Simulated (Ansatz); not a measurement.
# P on Co(0001): change of the work function, part 4 of 4

Wanted: Δφ(θ) for P/Co(0001), starting from the fcc site.

Ansatz 0.2.0; plane-wave DFT, PBE, Ansatz PAW.

So far, work function, upper face (eV): step 2 (the clean slab) 4.93; step 3 (37 atoms, coverage 0.111 ML, cell 3x3) 5.09; step 4 (17 atoms, coverage 0.25 ML, cell 2x2) 5.24.

## Step 5: The covered slab, k-mesh 6×6×1, coverage 0.5 ML

System of this step: P/Co(0001). The cell holds 18 atoms: 16 Co and 2 P. Cell: a = 5.020 Å, b = 5.020 Å, c = 25.939 Å, α = 90.0°, β = 90.0°, γ = 60.0°. Vacuum lies along c.

Another coverage, to see how the dipoles act on each other as their distance changes.

Input file input.yaml:

```yaml
crystal:
  lattice:
    - [5.02, 0.0, 0.0]
    - [2.51, 4.347447527, 0.0]
    - [0.0, 0.0, 25.9394195692]
  atoms:
    - { symbol: Co, position: [0.3333333333, 0.3333333333, 0.346962274], spin: 1.82 }
    - { symbol: Co, position: [0.0, 0.0, 0.4254378156], spin: 1.76 }
    - { symbol: Co, position: [0.3333333333, 0.3333333333, 0.5042910493], spin: 1.74 }
    - { symbol: Co, position: [0.0, 0.0, 0.5792897966], spin: 1.79 }
    - { symbol: Co, position: [0.3333333333, 0.8333333333, 0.346962274], spin: 1.82 }
    - { symbol: Co, position: [0.0, 0.5, 0.4254378156], spin: 1.76 }
    - { symbol: Co, position: [0.3333333333, 0.8333333333, 0.5042910493], spin: 1.74 }
    - { symbol: Co, position: [0.0, 0.5, 0.5792897966], spin: 1.79 }
    - { symbol: Co, position: [0.8333333333, 0.3333333333, 0.346962274], spin: 1.82 }
    - { symbol: Co, position: [0.5, 0.0, 0.4254378156], spin: 1.76 }
    - { symbol: Co, position: [0.8333333333, 0.3333333333, 0.5042910493], spin: 1.74 }
    - { symbol: Co, position: [0.5, 0.0, 0.5792897966], spin: 1.79 }
    - { symbol: Co, position: [0.8333333333, 0.8333333333, 0.346962274], spin: 1.82 }
    - { symbol: Co, position: [0.5, 0.5, 0.4254378156], spin: 1.76 }
    - { symbol: Co, position: [0.8333333333, 0.8333333333, 0.5042910493], spin: 1.74 }
    - { symbol: Co, position: [0.5, 0.5, 0.5792897966], spin: 1.79 }
    - { symbol: P, position: [0.1666666667, 0.1666666667, 0.653037726] }
    - { symbol: P, position: [0.6666666667, 0.1666666667, 0.653037726] }
magnetization:
  spin_polarized: true
kpoints:
  mp_grid: { grid: [6, 6, 1] }
hamiltonian:
  xc: pbe
scf:
  occupations: { method: fermi_dirac, width: 0.1 }
  convergence: { dr2_threshold: 1.0e-08 }
efield:
  axis: 3
  dipole_correction: true
  ramp_position: 0.97
  ramp_width: 0.06
relax:
  f_tol: 0.02
  max_steps: 60
  constraints: [{ sites: [0, 1, 4, 5, 8, 9, 12, 13] }]
output:
  dos: { projected: true, e_range: [-8, 4] }
  write_potential: true
  write_density: true
  volumetric_format: npy
  elf: true
```

Started as:

```sh
> ansatz run input.yaml --threads 4 --pin off --max-ram 16384MiB --backend cpu --events-out ev --progress --plain --runs-dir out
```

The log of the run:

```text
[...]
Crystal: 18 atoms, lattice volume = 566.107 Å³
Basis set: ecut = 420 eV, 11145 PW (Γ), exchange–correlation on 72×72×360 points (8 copies of the dense FFT grid, shifted against one another)
Bands: 187, of which v1, the nominal top of the filled ones, is band 141 counted from 1 (140 counted from 0)
[...]
- { symbol: Co, position: [0.833333, 0.833333, 0.346962274] }
    - { symbol: Co, position: [0.500000, 0.5, 0.4254378156] }
    - { symbol: Co, position: [0.832735, 0.834530, 0.501877] }
    - { symbol: Co, position: [0.499262, 0.501477, 0.581071] }
    - { symbol: P, position: [0.167841, 0.164318, 0.645156] }
    - { symbol: P, position: [0.667841, 0.164318, 0.645156] }
[key lines of the parts left out:]
SCF converged after 10 iterations
Magnetization: 24.9825 μB (153.4913 up, 128.5087 down)
Free energy (F): -83526.308977 eV
Fermi energy:    3.088009 eV
Dipole field:    D = -0.006030 V/Å  (p = -0.018866 e·Å, saw-weighted, corrected)
Work function:   Φ+ = 5.1302 eV   Φ− = 4.9738 eV
```

Run time: 16 min. Hardware: 4 threads of Arm Neoverse V1, shared host; peak memory 3.9 GiB.

Step by step:

| step | energy less that of the first step (eV) | largest force component (eV/Å) |
| --- | --- | --- |
| 1 | 0.0000 | 1.4692 |
| 2 | -0.2246 | 1.0466 |
| 3 | -0.3852 | 0.5365 |
| 4 | -0.3283 | 0.2883 |
| 5 | -0.4129 | 0.0291 |
| 6 | -0.4131 | 0.0058 |

Relaxation step 4 was tried and not accepted.

Forces are held to the 4 operations that the program found; a distortion that breaks them can't arise in this run.

The atoms that moved most (Å):

| atom | dx | dy | dz | length |
| --- | --- | --- | --- | --- |
| P18 | 0.000 | -0.010 | -0.204 | 0.205 |
| P17 | 0.000 | -0.010 | -0.204 | 0.205 |
| Co7 | 0.000 | 0.005 | -0.063 | 0.063 |
| Co15 | 0.000 | 0.005 | -0.063 | 0.063 |
| Co16 | 0.000 | 0.006 | 0.046 | 0.047 |
| Co8 | 0.000 | 0.006 | 0.046 | 0.047 |
| Co4 | 0.000 | -0.044 | 0.013 | 0.046 |
| Co12 | 0.000 | -0.044 | 0.013 | 0.046 |

Final coordinates:

```cif
data_structure
_symmetry_space_group_name_H-M 'P 1'
_symmetry_Int_Tables_number 1
_cell_length_a 5.0200
_cell_length_b 5.0200
_cell_length_c 25.9394
_cell_angle_alpha 90.000
_cell_angle_beta 90.000
_cell_angle_gamma 60.000
_cell_volume 566.11
loop_
_atom_site_label
_atom_site_type_symbol
_atom_site_fract_x
_atom_site_fract_y
_atom_site_fract_z
_atom_site_occupancy
Co1 Co 0.33333 0.33333 0.34696 1
Co2 Co 0.00000 0.00000 0.42544 1
Co3 Co 0.33260 0.33479 0.50446 1
Co4 Co 0.00511 0.98978 0.57977 1
Co5 Co 0.33333 0.83333 0.34696 1
Co6 Co 0.00000 0.50000 0.42544 1
Co7 Co 0.33274 0.83453 0.50188 1
Co8 Co 0.99926 0.50148 0.58107 1
Co9 Co 0.83333 0.33333 0.34696 1
Co10 Co 0.50000 0.00000 0.42544 1
Co11 Co 0.83260 0.33479 0.50446 1
Co12 Co 0.50511 0.98978 0.57977 1
Co13 Co 0.83333 0.83333 0.34696 1
Co14 Co 0.50000 0.50000 0.42544 1
Co15 Co 0.83274 0.83453 0.50188 1
Co16 Co 0.49926 0.50148 0.58107 1
P17 P 0.16784 0.16432 0.64516 1
P18 P 0.66784 0.16432 0.64516 1
```

The density of states has structure finer than the step of the table below, so its rows give means over 0.5 eV. Peaks (eV: height): total -2.71: 47.9, -2.29: 52.0, -1.17: 51.7, -1.08: 53.4, -0.96: 63.8, -0.90: 62.7, -0.72: 51.3; up -3.58: 34.9, -2.95: 30.0, -2.53: 32.8, -1.17: 31.9, -1.08: 36.0, -0.96: 35.5, -0.72: 34.4; down -0.96: 28.3, -0.90: 31.9, -0.78: 25.5, -0.39: 26.8, 0.66: 30.3, 0.78: 30.9, 1.11: 32.9.

The density of states by energy, zero at the Fermi level; means over each step; values in states/eV a cell:

| energy (eV) | total | up | down |
| --- | --- | --- | --- |
| -7.5 | 0.953 | 0.484 | 0.468 |
| -7.0 | 1.88 | 0.987 | 0.894 |
| -6.5 | 2.15 | 1.16 | 0.990 |
| -6.0 | 3.75 | 1.98 | 1.77 |
| -5.5 | 4.39 | 2.53 | 1.86 |
| -5.0 | 8.96 | 6.49 | 2.47 |
| -4.5 | 16.1 | 12.4 | 3.62 |
| -4.0 | 18.6 | 12.5 | 6.18 |
| -3.5 | 24.0 | 16.1 | 7.90 |
| -3.0 | 27.5 | 17.2 | 10.3 |
| -2.5 | 39.6 | 26.9 | 12.7 |
| -2.0 | 32.2 | 19.2 | 13.0 |
| -1.5 | 35.8 | 19.9 | 15.9 |
| -1.0 | 47.7 | 26.0 | 21.7 |
| -0.5 | 28.0 | 10.2 | 17.8 |
| 0.0 | 18.0 | 3.79 | 14.2 |
| 0.5 | 19.7 | 3.13 | 16.6 |
| 1.0 | 27.8 | 4.02 | 23.8 |
| 1.5 | 10.1 | 2.46 | 7.62 |

The relaxation took 6 steps and lowered the energy by 0.41 eV; the largest force on the free atoms ends at 0.0058 eV/Å.

The covered face has 5.13 eV, +0.20 eV against the clean one; the bare back face has moved by -0.01 eV, a measure of how thin the slab is.

## Step 6: The covered slab, k-mesh 12×12×1, coverage 1 ML

System of this step: P/Co(0001). The cell holds 5 atoms: 4 Co and 1 P. Cell: a = 2.510 Å, b = 2.510 Å, c = 25.939 Å, α = 90.0°, β = 90.0°, γ = 60.0°. Vacuum lies along c.

Another coverage, to see how the dipoles act on each other as their distance changes.

input.yaml, the sections that differ from step 5:

```yaml
crystal:
  lattice:
    - [2.51, 0.0, 0.0]
    - [1.255, 2.1737237635, 0.0]
    - [0.0, 0.0, 25.9394195692]
  atoms:
    - { symbol: Co, position: [0.6666666667, 0.6666666667, 0.346962274], spin: 1.82 }
    - { symbol: Co, position: [0.0, 0.0, 0.4254378156], spin: 1.76 }
    - { symbol: Co, position: [0.6666666667, 0.6666666667, 0.5042910493], spin: 1.74 }
    - { symbol: Co, position: [0.0, 0.0, 0.5792897966], spin: 1.79 }
    - { symbol: P, position: [0.3333333333, 0.3333333333, 0.653037726] }
kpoints:
  mp_grid: { grid: [12, 12, 1] }
relax:
  f_tol: 0.02
  max_steps: 60
  constraints: [{ sites: [0, 1] }]
output:
  write_potential: true
  write_density: true
  volumetric_format: npy
# magnetization, hamiltonian, scf, efield: as in step 5
```

The log of the run:

```text
[...]
Crystal: 5 atoms, lattice volume = 141.527 Å³
Basis set: ecut = 420 eV, 2781 PW (Γ), exchange–correlation on 36×36×360 points (8 copies of the dense FFT grid, shifted against one another)
Bands: 49, of which v1, the nominal top of the filled ones, is band 37 counted from 1 (36 counted from 0)
[...]
atoms:
    - { symbol: Co, position: [0.666667, 0.666667, 0.346962] }
    - { symbol: Co, position: [-1.850372e-17, -1.850372e-17, 0.425438] }
    - { symbol: Co, position: [0.666667, 0.666667, 0.502692] }
    - { symbol: Co, position: [-1.495728e-17, -1.850372e-17, 0.581367] }
    - { symbol: P, position: [0.333333, 0.333333, 0.649461] }
[key lines of the parts left out:]
SCF converged after 11 iterations
Magnetization: 5.9503 μB (39.4751 up, 33.5249 down)
Free energy (F): -21259.390314 eV
Fermi energy:    4.043122 eV
Dipole field:    D = 0.011007 V/Å  (p = 0.008609 e·Å, saw-weighted, corrected)
Work function:   Φ+ = 4.6872 eV   Φ− = 4.9727 eV
```

It took 63 s on 4 threads; peak memory 0.61 GiB; 4 min of CPU time.

Relaxation path:

| step | energy less that of the first step (eV) | largest force component (eV/Å) |
| --- | --- | --- |
| 1 | 0.0000 | 1.1941 |
| 2 | -0.0403 | 0.9151 |
| 3 | -0.0771 | 0.4437 |
| 4 | -0.0862 | 0.1089 |
| 5 | -0.0872 | 0.0318 |
| 6 | -0.0873 | 0.0009 |

The run keeps the 6 symmetry operations that the program found, so distortions that break them were not tested.

The atoms that moved most (Å):

| atom | dx | dy | dz | length |
| --- | --- | --- | --- | --- |
| P5 | 0.000 | 0.000 | -0.093 | 0.093 |
| Co4 | 0.000 | 0.000 | 0.054 | 0.054 |
| Co3 | 0.000 | 0.000 | -0.041 | 0.041 |

Final coordinates:

```
Co P
1.0
     2.51000    0.00000    0.00000
     1.25500    2.17372    0.00000
     0.00000    0.00000   25.93942
Co P
4 1
Cartesian
  2.5100 1.4491 9.0000
  0.0000 0.0000 11.0356
  2.5100 1.4491 13.0396
  0.0000 0.0000 15.0803
  1.2550 0.7246 16.8467
```

Running mean over 2.03561 Å of the planar mean; the ramp of the sawtooth is left out. The electron's electrostatic potential energy less the Fermi level by z:

z (Å), electron's electrostatic potential energy less the Fermi level (eV) and a bar from the least value:
```
      3.5        5.0 ##############################
      4.0        5.0 ##############################
      4.5        5.0 ##############################
      5.0        5.0 ##############################
      5.5        5.0 ##############################
      6.0        4.9 ##############################
      6.5        4.8 ##############################
      7.0        4.2 #############################
      7.5        1.9 #########################
      8.0       -3.5 #################
      8.5       -8.6 #########
      9.0      -10.3 #######
      9.5      -10.5 #######
     10.0      -10.5 ######
     10.5      -10.5 ######
     11.0      -10.6 ######
     11.5      -10.8 ######
     12.0      -10.9 ######
     12.5      -10.8 ######
     13.0      -10.6 ######
     13.5      -10.5 ######
     14.0      -10.5 ######
     14.5      -10.6 ######
     15.0      -11.1 ######
     15.5      -13.1 ###
     16.0      -14.8 
     16.5      -13.7 ##
     17.0      -11.8 #####
     17.5       -8.4 ##########
     18.0       -2.2 ###################
     18.5        2.7 ###########################
     19.0        4.3 #############################
     19.5        4.6 #############################
     20.0        4.7 ##############################
     20.5        4.7 ##############################
     21.0        4.7 ##############################
     21.5        4.7 ##############################
     22.0        4.7 ##############################
     22.5        4.7 ##############################
```

The relaxation took 6 steps and lowered the energy by 0.087 eV; the largest force on the free atoms ends at 9.5e-4 eV/Å.

The covered face has 4.69 eV, -0.24 eV against the clean one; the bare back face has moved by -0.02 eV, a measure of how thin the slab is.

## Step 7: Work function against coverage

This step: plane-wave DFT, PBE, Ansatz PAW; work function against coverage (Ansatz 0.2.0).

The runs are now put side by side.

Numbers from this step:

```yaml
work_function_of_the_clean_face: 4.925 eV
largest_change_of_the_work_function: 0.3137 eV
```

Table of work function of the covered face by coverage:

| coverage (adsorbates/nm²) | work function of the covered face (eV) |
| --- | --- |
| 0.00 | 4.93 |
| 2.04 | 5.09 |
| 4.58 | 5.24 |
| 9.16 | 5.13 |
| 18.33 | 4.69 |

The dipole per adsorbate comes from the change of the cell's dipole. Coverage, by row:

| coverage (1/nm²) | coverage (ML) | work function (eV) | change (eV) | dipole per adsorbate, positive end outwards (debye) | mean height of the added atoms over the highest substrate atom (Å) |
| --- | --- | --- | --- | --- | --- |
| 2.036 | 0.1111 | 5.089 | 0.1635 | -0.206 | 1.598 |
| 4.582 | 0.25 | 5.239 | 0.3137 | -0.175 | 1.583 |
| 9.164 | 0.5 | 5.13 | 0.205 | -0.064 | 1.662 |
| 18.33 | 1 | 4.687 | -0.2381 | 0.032 | 1.766 |

## Step 8: What came out

```
work function of the clean face                        : 4.93 eV
work function at 0.11 ML                               : 5.09 eV
work function at 0.25 ML                               : 5.24 eV
work function at 0.5 ML                                : 5.13 eV
work function at 1 ML                                  : 4.69 eV
dipole per adsorbate at 0.11 ML, positive end outwards : -0.21 D
```

What this shows: P raises the work function of Co(0001) at the lowest coverage, by 0.16 eV: the adsorbate layer has its negative end outwards. The change reverses its sign between the lowest and the highest coverage, while the adsorbate's height goes from 1.6 to 1.8 Å. The slab has 4 layers, at the tabulated experimental lattice constant, one starting site was run, and quantum-size effects of a slab this thin can reach one or two tenths of an eV. The magnetic order is the one reached from the typed start; other orders were not compared.

[Long decimals in the printed logs are rounded to 6 places.]

[Logs are printed without paths, hosts, clocks, repeated set-up lines and the standing remarks that a program may print on its own settings, such as how far it seeks lower states.]

[Hosts, paths, dates, database ids (printed as entryN), source tags and the programs' standing remarks are cut or masked in the printed files.]

[Maps of the electrostatic potential energy from Ansatz leave out the sawtooth potential of an applied field or a dipole correction, so their vacuum need not be flat; planar profiles and work functions include it.]
